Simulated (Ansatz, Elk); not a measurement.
**Zn3Pb: X-ray structure factors from the self-consistent density**

The structure of Zn3Pb used here is made up (a known structure type with other elements) and was relaxed beforehand with r2SCAN. The aim is the Fourier transform of its all-electron density, F(hkl), set beside the sum over free spherical atoms that refinements use.

Program: Elk 11.2.3 (patched build). Level of theory: DFT, PBE, all-electron APW+lo, Dirac cores, scalar-relativistic bands, static density, no spin. Results are calculated unless marked as measured.

The structure was built from a prototype and need not be the compound's stable phase.

## 1. Starting point

It takes space group P6_3/mmc (No. 194, hexagonal). Conventional cell: a = 6.625 Å, b = 6.625 Å, c = 4.167 Å, α = 90.00°, β = 90.00°, γ = 120.00°. Nearest to Pb lie 12 Zn at 3.06 to 3.33 Å. Zn has 6 Zn at 2.62 to 2.74 Å and 4 Pb at 3.06 to 3.33 Å nearest. Farther neighbours are not listed.

As a file:

```cif
data_structure
_symmetry_space_group_name_H-M 'P6_3/mmc'
_symmetry_Int_Tables_number 194
_cell_length_a 6.6254
_cell_length_b 6.6254
_cell_length_c 4.1672
_cell_angle_alpha 90.000
_cell_angle_beta 90.000
_cell_angle_gamma 120.000
_cell_volume 158.42
loop_
_atom_site_label
_atom_site_type_symbol
_atom_site_symmetry_multiplicity
_atom_site_Wyckoff_symbol
_atom_site_fract_x
_atom_site_fract_y
_atom_site_fract_z
_atom_site_occupancy
Pb1 Pb 2 d 0.33333 0.66667 0.75000 1
Zn1 Zn 6 h 0.13806 0.27612 0.25000 1
```

## 2. Ground state and structure factors

An all-electron density is needed, since X-rays see the cores too. Task 0 finds the density and task 195 Fourier-transforms it; tshift is off so that phases refer to the origin typed.

elk.in

```
tasks
  0
  195

xctype
  20

spinpol
  .false.

rgkmax
  7.0

gmaxvr
  14.0

lmaxo
  7

lmaxapw
  8

swidth
  0.002

tshift
  .false.

ramdisk
  .false.

hmaxvr
  5.5

maxscl
  120

epspot
  1e-06

sppath
  './'

avec
  12.52020232742 0.00000000000 -0.00000000000
  -6.26010116371 10.84281327607 0.00000000000
  0.00000000000 0.00000000000 7.87487698078

atoms
  2
  'Pb.in'
  2
  0.3333333333 0.6666666667 0.7500000000   0.000000 0.000000 0.000000
  0.6666666667 0.3333333333 0.2500000000   0.000000 0.000000 0.000000
  'Zn.in'
  6
  0.1380605172 0.2761210344 0.2500000000   0.000000 0.000000 0.000000
  0.1380605172 0.8619394828 0.2500000000   0.000000 0.000000 0.000000
  0.7238789656 0.8619394828 0.2500000000   0.000000 0.000000 0.000000
  0.8619394828 0.7238789656 0.7500000000   0.000000 0.000000 0.000000
  0.8619394828 0.1380605172 0.7500000000   0.000000 0.000000 0.000000
  0.2761210344 0.1380605172 0.7500000000   0.000000 0.000000 0.000000

ngridk
  4 4 6
```

The run is started by

```
$ OMP_NUM_THREADS=4 elk
```

Numbers of over 12 decimals in the logs are rounded to 6 here.

What it wrote:

```text
┌─────────────────────────┐
│ Elk code version 11.2.3 │
└─────────────────────────┘

All units are atomic (Hartree, Bohr, etc.)

┌─────────────────────────────────────────────────┐
│ Ground-state run starting from atomic densities │
└─────────────────────────────────────────────────┘

Lattice vectors :
   12.52020233       0.000000000      -0.000000000
  -6.260101164       10.84281328       0.000000000
   0.000000000       0.000000000       7.874876981

Reciprocal lattice vectors :
  0.5018437516      0.2897396251      -0.000000000
  -0.000000000      0.5794792502       0.000000000
   0.000000000       0.000000000      0.7978772649

Unit cell volume      :    1069.047751
Brillouin zone volume :   0.2320291243

Muffin-tin inner radius fraction :   0.1000000000E-01

Nuclei treated as point charges

Species : 1 (Pb)
 parameters loaded from : Pb.in
 name : lead
 nuclear charge    :   -82.00000000
 electronic charge :    82.00000000
 atomic mass :    377702.4943
 muffin-tin radius :    2.800000000
 number of radial points in muffin-tin :   1393
 inner part over the whole radius :   0.9993555083E-02
 number on inner part of muffin-tin    :   1001
 approximate nuclear radius :   0.1047603524E-03
 number of mesh points to nuclear radius :    525
 atomic positions (lattice), magnetic fields (Cartesian) :
  1 :   0.33333333 -0.33333333 -0.25000000    0.00000000  0.00000000  0.00000000
  2 :  -0.33333333  0.33333333  0.25000000    0.00000000  0.00000000  0.00000000

Species : 2 (Zn)
 parameters loaded from : Zn.in
 name : zinc
 nuclear charge    :   -30.00000000
 electronic charge :    30.00000000
 atomic mass :    119233.3130
 muffin-tin radius :    2.400000000
 number of radial points in muffin-tin :    993
 inner part over the whole radius :   0.9843840322E-02
 number on inner part of muffin-tin    :    701
 approximate nuclear radius :   0.7484757725E-04
 number of mesh points to nuclear radius :    337
 atomic positions (lattice), magnetic fields (Cartesian) :
  1 :   0.13806052  0.27612103  0.25000000    0.00000000  0.00000000  0.00000000
  2 :   0.13806052 -0.13806052  0.25000000    0.00000000  0.00000000  0.00000000
  3 :  -0.27612103 -0.13806052  0.25000000    0.00000000  0.00000000  0.00000000
  4 :  -0.13806052 -0.27612103 -0.25000000    0.00000000  0.00000000  0.00000000
  5 :  -0.13806052  0.13806052 -0.25000000    0.00000000  0.00000000  0.00000000
  6 :   0.27612103  0.13806052 -0.25000000    0.00000000  0.00000000  0.00000000

Total number of atoms per unit cell :    8
Total muffin-tin volume :    531.3396599
 ratio of muffin-tin to unit cell volume :   0.4970214469

Spin treatment :
 spin-unpolarised

Number of Bravais lattice symmetries :   24
Number of crystal symmetries         :   24
Crystal has inversion symmetry
Real symmetric eigensolver will be used

k-point grid :      4     4     6
k-point offset :    0.000000000       0.000000000       0.000000000
k-point set is reduced with full crystal symmetry group
Total number of k-points :       16

Muffin-tin radius times maximum |G+k| :    7.000000000
 using average radius
Maximum |G+k| for APW functions       :    2.800000000
Maximum (1/2)|G+k|²                   :    3.920000000
Maximum |G| for potential and density :    14.00000000
Constant for pseudocharge density :   10
 order of it for each species :   17  17
 order of it for pair densities of each species (exact exchange by exxq0 0: 18) :   12   9
Radial integration step length :    1

G-vector grid sizes :     56    56    36
Number of G-vectors :    49541

Maximum angular momentum used for
 APW functions            :    8
 outer part of muffin-tin :    7
 inner part of muffin-tin :    2

Total nuclear charge    :   -344.0000000
Total core charge       :    208.0000000
Total valence charge    :    136.0000000
Total excess charge     :    0.000000000
Total electronic charge :    344.0000000

Effective Wigner radius, rₛ :   0.9052808858

Number of empty states         :     32
Total number of valence states :    101
[...]
exchange                    :     -1190.7989054729
 correlation                 :     -18.810221608964
 electron entropic           :    -0.18592308411099E-02
 total energy                :     -52635.331909876

Density of states at Fermi energy :    154.3250769
 (states/Hartree/unit cell)

Estimated indirect band gap :   0.1214322713E-02
 from k-point 11 to k-point 12
Estimated direct band gap   :   0.5345117520E-02
 at k-point 12

Charges :
 core                        :    208.0000000
 valence                     :    136.0000000
 interstitial                :    10.19771296
 muffin-tins (core leakage)
  species : 1 (Pb)
[...]
species : 2 (Zn)
[...]
total in muffin-tins        :    333.8022870
 total calculated charge     :    343.9965886
 total charge                :    344.0000000
 error                       :   0.3411376430E-02

RMS change in Kohn-Sham potential (target) :   0.1468424422     (  0.1000000000E-05)
Absolute change in total energy (target)   :   0.2297456656     (  0.1000000000E-03)

[... loops 3 to 15 left out ...]

┌──────────────────┐
│ Loop number : 16 │
└──────────────────┘

Energies :
 Fermi                       :     0.210051
 sum of occupied eigenvalues :     -32066.036771520
 electron kinetic            :      59714.824177033
 core electron kinetic       :      58174.843511559
 Coulomb                     :     -111138.08205526
 Coulomb potential           :     -90200.064387703
 nuclear-nuclear             :     -4772.2453107639
 electron-nuclear            :     -122632.15101937
 Hartree                     :      16266.314274873
 Madelung                    :     -66038.049861408
 xc potential                :     -1580.7965608509
 exchange                    :     -1191.8468081944
 correlation                 :     -18.816499281681
 electron entropic           :    -0.17394966681043E-02
 total energy                :     -52633.922925199

Density of states at Fermi energy :    141.1812033
 (states/Hartree/unit cell)

Estimated indirect band gap :   0.1581508125E-02
 from k-point 8 to k-point 11
Estimated direct band gap   :   0.4465961821E-02
 at k-point 11

Charges :
 core                        :    208.0000000
 valence                     :    136.0000000
 interstitial                :    9.799561241
 muffin-tins (core leakage)
  species : 1 (Pb)
[...]
species : 2 (Zn)
[...]
total in muffin-tins        :    334.2004388
 total calculated charge     :    343.9967070
 total charge                :    344.0000000
 error                       :   0.3293034749E-02

RMS change in Kohn-Sham potential (target) :   0.5523477230E-07 (  0.1000000000E-05)
Absolute change in total energy (target)   :   0.5596174014E-04 (  0.1000000000E-03)

Convergence targets achieved

┌──────────────────┐
│ Loop number : 17 │
└──────────────────┘

Energies :
 Fermi                       :     0.210051
 sum of occupied eigenvalues :     -32066.036761832
 electron kinetic            :      59714.824185309
 core electron kinetic       :      58174.843516873
 Coulomb                     :     -111138.08205707
 Coulomb potential           :     -90200.064389101
 nuclear-nuclear             :     -4772.2453107639
 electron-nuclear            :     -122632.15102123
 Hartree                     :      16266.314274925
 Madelung                    :     -66038.049862520
 xc potential                :     -1580.7965580404
 exchange                    :     -1191.8468083101
 correlation                 :     -18.816499274820
 electron entropic           :    -0.17394967468966E-02
 total energy                :     -52633.922918843

Density of states at Fermi energy :    141.1812115
 (states/Hartree/unit cell)

Estimated indirect band gap :   0.1581506169E-02
 from k-point 8 to k-point 11
Estimated direct band gap   :   0.4465961749E-02
 at k-point 11

Charges :
 core                        :    208.0000000
 valence                     :    136.0000000
 interstitial                :    9.799561010
 muffin-tins (core leakage)
  species : 1 (Pb)
[...]
species : 2 (Zn)
[...]
atom 4                    :    28.91926813     (  0.8059432372E-04)
   atom 5                    :    28.91926813     (  0.8059432372E-04)
   atom 6                    :    28.91926813     (  0.8059432372E-04)
 total in muffin-tins        :    334.2004390
 total calculated charge     :    343.9967070
 total charge                :    344.0000000
 error                       :   0.3293034631E-02

┌──────────────────────────────┐
│ Self-consistent loop stopped │
└──────────────────────────────┘

Warning : the lowest level lies among the core levels :   -2.747752900      -2.562726309

Warning : core states of species 1 leak from the muffin-tin :   0.1182100675E-02

Wrote STATE.OUT
```

Elapsed: 51 s, on 4 threads of AMD EPYC 7R13 (Zen 3), shared host; peak memory 0.37 GiB.

SFACRHO.OUT:

```text

h k l indices transformed by vhmat matrix:
   1.000000000       0.000000000       0.000000000    
   0.000000000       1.000000000       0.000000000    
   0.000000000       0.000000000       1.000000000    

      h      k      l  multipl.   |H|            Re(F)            Im(F)           |F|

      0      0      0      1   0.0000000       344.00000      0.76361026E-16   344.00000    
      0      1      0      6  0.57947925      -14.324047     -0.18545022E-13   14.324047    
      0      0     -1      2  0.79787726      0.85183396E-13  0.22254027E-13  0.88042335E-13
      0      1     -1      6  0.98610564       99.543017      0.50071560E-13   99.543017    
      0      1      1      6  0.98610564      -99.543017     -0.55635067E-13   99.543017    
      1      1      0      6   1.0036875       109.74001      0.31526538E-13   109.74001    
      2      0      0      6   1.1589585      -135.57630      0.38017296E-13   135.57630    
      2     -1      1     12   1.2821844     -0.87919866E-07  0.18545022E-13  0.87919866E-07
      0     -2      1      6   1.4070511      -227.29656      0.11312464E-12   227.29656    
      2     -2      1      6   1.4070511       227.29656     -0.20770425E-12   227.29656    
      2     -3      0     12   1.5331580      -97.653570      0.12239715E-12   97.653570    
      0      0      2      2   1.5957545      -268.02042     -0.13150049E-15   268.02042    
      1     -1      2      6   1.6977128       15.181139     -0.51926062E-13   15.181139    
     -1      0     -2      6   1.6977128       15.181139      0.11127013E-13   15.181139    
      2      1     -1     12   1.7283465      -51.991680      -0.0000000       51.991680    
     -3      2      1     12   1.7283465       51.991680      0.20028624E-12   51.991680    
      3      0      0      6   1.7384378       74.748684     -0.63053076E-13   74.748684    
     -1     -1     -2     12   1.8851581      -95.629470      0.27817533E-13   95.629470
```

Elk indexes on the primitive cell of elk.in and gives |H| = 4π sin θ/λ in inverse bohr. Below, one row stands for each form hkl of the conventional cell (m members, Friedel mates merged), F is for one primitive cell and the density is static (no thermal factor). Free-atom factors are Waasmaier and Kirfel's, and R is Σm||F|−|F'||/Σm|F|.

```tsv
hkl	m	sin θ/λ (Å⁻¹)	abs F, DFT	neutral atoms	diff.
100	6	0.087	14.324	14.419	-0.095
001	2	0.120	0.000	0.000	+0.000
101	12	0.148	99.543	99.583	-0.040
110	6	0.151	109.740	109.771	-0.031
200	6	0.174	135.576	135.868	-0.292
111	12	0.193	0.000	0.000	+0.000
201	12	0.212	227.297	228.344	-1.047
210	12	0.231	97.654	97.948	-0.295
002	2	0.240	268.020	269.690	-1.670
102	12	0.255	15.181	14.708	+0.473
211	24	0.260	51.992	51.465	+0.526
300	6	0.261	74.749	74.347	+0.401
112	12	0.283	95.629	95.367	+0.262
301	12	0.288	80.080	80.751	-0.671
202	12	0.297	114.608	115.057	-0.449
220	6	0.302	202.918	203.542	-0.624
310	12	0.314	42.676	42.531	+0.145
221	12	0.325	0.000	0.000	+0.000
212	24	0.333	85.296	85.458	-0.162
311	24	0.336	112.625	112.688	-0.063
400	6	0.349	99.970	100.238	-0.268
302	12	0.355	68.945	68.689	+0.256
```

## 3. The highest occupied states alone

An energy window below the Fermi level keeps the highest occupied states, to see at which angles they scatter; shallow core shells can lie inside it and anion s states outside. No new self-consistency is needed.

Edit elk.in of step 2 so:

```diff
@@ -1,3 +1,2 @@
 tasks
-  0
   195
@@ -40,2 +39,5 @@
 
+wsfac
+  -0.157440 0.510050
+
 sppath
```

The run is started by

```
$ OMP_NUM_THREADS=4 elk
```

What it wrote:

```text
┌─────────────────────────────────┐
│ Elk code version 11.2.3 started │
└─────────────────────────────────┘

Info(readinput): the functional depends on the density's gradient
 muffin-tin radial points multiplied by    2.00000
 (not where nrmtscf is given)

┌────────────────────┐
│ Current task : 195 │
└────────────────────┘

Info(sfacrho): density structure factors written to SFACRHO.OUT

 Energy window :  -0.1574400000      0.5100500000

┌──────────────────┐
│ Elk code stopped │
└──────────────────┘
```

The job ended after 16 s (4 threads; peak memory 0.24 GiB; 20 s of CPU time).

States within 10 eV below the Fermi level hold 79.56 electrons; any levels below the window count with the cores, and a count that is not whole means the window cuts a band. Their amplitudes can exceed the total, where window and core parts have opposite phase:

```tsv
hkl	sin θ/λ (Å⁻¹)	abs F, window	abs F, all
100	0.087	21.715	14.324
001	0.120	0.000	0.000
101	0.148	8.001	99.543
110	0.151	10.895	109.740
200	0.174	21.360	135.576
111	0.193	0.000	0.000
201	0.212	33.213	227.297
210	0.231	9.071	97.654
002	0.240	38.984	268.020
102	0.255	14.135	15.181
```

## 4. Another functional

The difference from free atoms is small, so it is set against the change that PBEsol makes.

Edit elk.in of step 3 so:

```diff
@@ -1,2 +1,3 @@
 tasks
+  0
   195
@@ -4,3 +5,3 @@
 xctype
-  20
+  22
 
@@ -39,5 +40,2 @@
 
-wsfac
-  -0.157440 0.510050
-
 sppath
```

The run is started by

```
$ OMP_NUM_THREADS=4 elk
```

What it wrote:

```text
┌─────────────────────────┐
│ Elk code version 11.2.3 │
└─────────────────────────┘

All units are atomic (Hartree, Bohr, etc.)

┌─────────────────────────────────────────────────┐
│ Ground-state run starting from atomic densities │
└─────────────────────────────────────────────────┘

Lattice vectors :
   12.52020233       0.000000000      -0.000000000
  -6.260101164       10.84281328       0.000000000
   0.000000000       0.000000000       7.874876981

Reciprocal lattice vectors :
  0.5018437516      0.2897396251      -0.000000000
[...]
species : 2 (Zn)
[...]
atom 5                    :    28.91767937     (  0.8224839172E-04)
   atom 6                    :    28.91767937     (  0.8224839172E-04)
 total in muffin-tins        :    334.1933618
 total calculated charge     :    343.9966791
 total charge                :    344.0000000
 error                       :   0.3320916016E-02

┌──────────────────────────────┐
│ Self-consistent loop stopped │
└──────────────────────────────┘

Warning : the lowest level lies among the core levels :   -2.746351325      -2.565030400

Warning : core states of species 1 leak from the muffin-tin :   0.1189418766E-02

Wrote STATE.OUT
[key lines of the parts left out:]
total energy                :     -52614.300812012
```

Wall time 49 s (4 threads); peak memory 0.37 GiB; 2.2 min of CPU time.

Against the first run R = 0.01 %; the largest change is -0.044 at 002.

## 5. Basis size

A smaller basis shows how fast F responds to it; the change is likely larger than the basis error of the first run, but doesn't show convergence.

Edit elk.in of step 4 so:

```diff
@@ -5,3 +5,3 @@
 xctype
-  22
+  20
 
@@ -11,3 +11,3 @@
 rgkmax
-  7.0
+  5.5
```

The run is started by

```
$ OMP_NUM_THREADS=4 elk
```

What it wrote:

```text
┌─────────────────────────┐
│ Elk code version 11.2.3 │
└─────────────────────────┘

All units are atomic (Hartree, Bohr, etc.)

┌─────────────────────────────────────────────────┐
│ Ground-state run starting from atomic densities │
└─────────────────────────────────────────────────┘

Lattice vectors :
   12.52020233       0.000000000      -0.000000000
  -6.260101164       10.84281328       0.000000000
   0.000000000       0.000000000       7.874876981

Reciprocal lattice vectors :
  0.5018437516      0.2897396251      -0.000000000
[...]
species : 2 (Zn)
[...]
atom 5                    :    28.88667164     (  0.8120479965E-04)
   atom 6                    :    28.88667164     (  0.8120479965E-04)
 total in muffin-tins        :    333.9556980
 total calculated charge     :    343.9966706
 total charge                :    344.0000000
 error                       :   0.3329394748E-02

┌──────────────────────────────┐
│ Self-consistent loop stopped │
└──────────────────────────────┘

Warning : the lowest level lies among the core levels :   -2.752416624      -2.570265203

Warning : core states of species 1 leak from the muffin-tin :   0.1185099729E-02

Wrote STATE.OUT
[key lines of the parts left out:]
total energy                :     -52633.594288293
```

It took 44 s on 4 threads; peak memory 0.35 GiB; 1.9 min of CPU time.

Against the first run R = 0.02 %; the largest change is +0.107 at 320.

## 6. Settings against the effect

```tsv
run	R against the first run (%)	R against neutral atoms, low angle (%)	wall time
PBE, rgkmax 7	0.00	0.48	51 s
PBEsol	0.01	0.49	49 s
rgkmax 5.5	0.02	0.46	44 s
```

## 7. Results

```
R against neutral atoms, sin θ/λ < 0.3 Å⁻¹ : 0.48 %
R against neutral atoms, 0.3 to 0.76 Å⁻¹   : 0.09 %
```

What this shows: Independent neutral atoms miss the calculated amplitudes by R = 0.48 % below 0.3 Å⁻¹ and 0.09 % from there to 0.76 Å⁻¹; by shells, 0.08 % below 0.15 Å⁻¹ (2 forms), 0.52 % 0.15 to 0.3 (11 forms), 0.16 % 0.3 to 0.45 (20 forms), 0.08 % above 0.45 (102 forms). Bonding, aspherical density and the tables' own atoms all enter these figures, and the runs don't part them. The largest change of an amplitude is -1.67 electrons, at 002. The window's part falls from 79.6 electrons at the origin to at most 16.84 between 0.45 and 0.76 Å⁻¹, where compact states inside the window still scatter. Below 0.3 Å⁻¹ the changes that finished (PBEsol and rgkmax 5.5) move F by R = 0.02 % at most, against the 0.48 % that separates it from free atoms. The k-mesh has no finished test. Spin-orbit coupling is left out, which can matter for elements this heavy. Part of the difference isn't bonding: the tables are fits to free atoms and ions calculated by other methods than this functional. Thermal motion, anomalous dispersion and extinction are left out.

[Logs are printed without paths, hosts, clocks, repeated set-up lines and the standing remarks that a program may print on its own settings, such as how far it seeks lower states.]

[Hosts, paths, dates, database ids (printed as entryN), source tags and the programs' standing remarks are cut or masked in the printed files.]
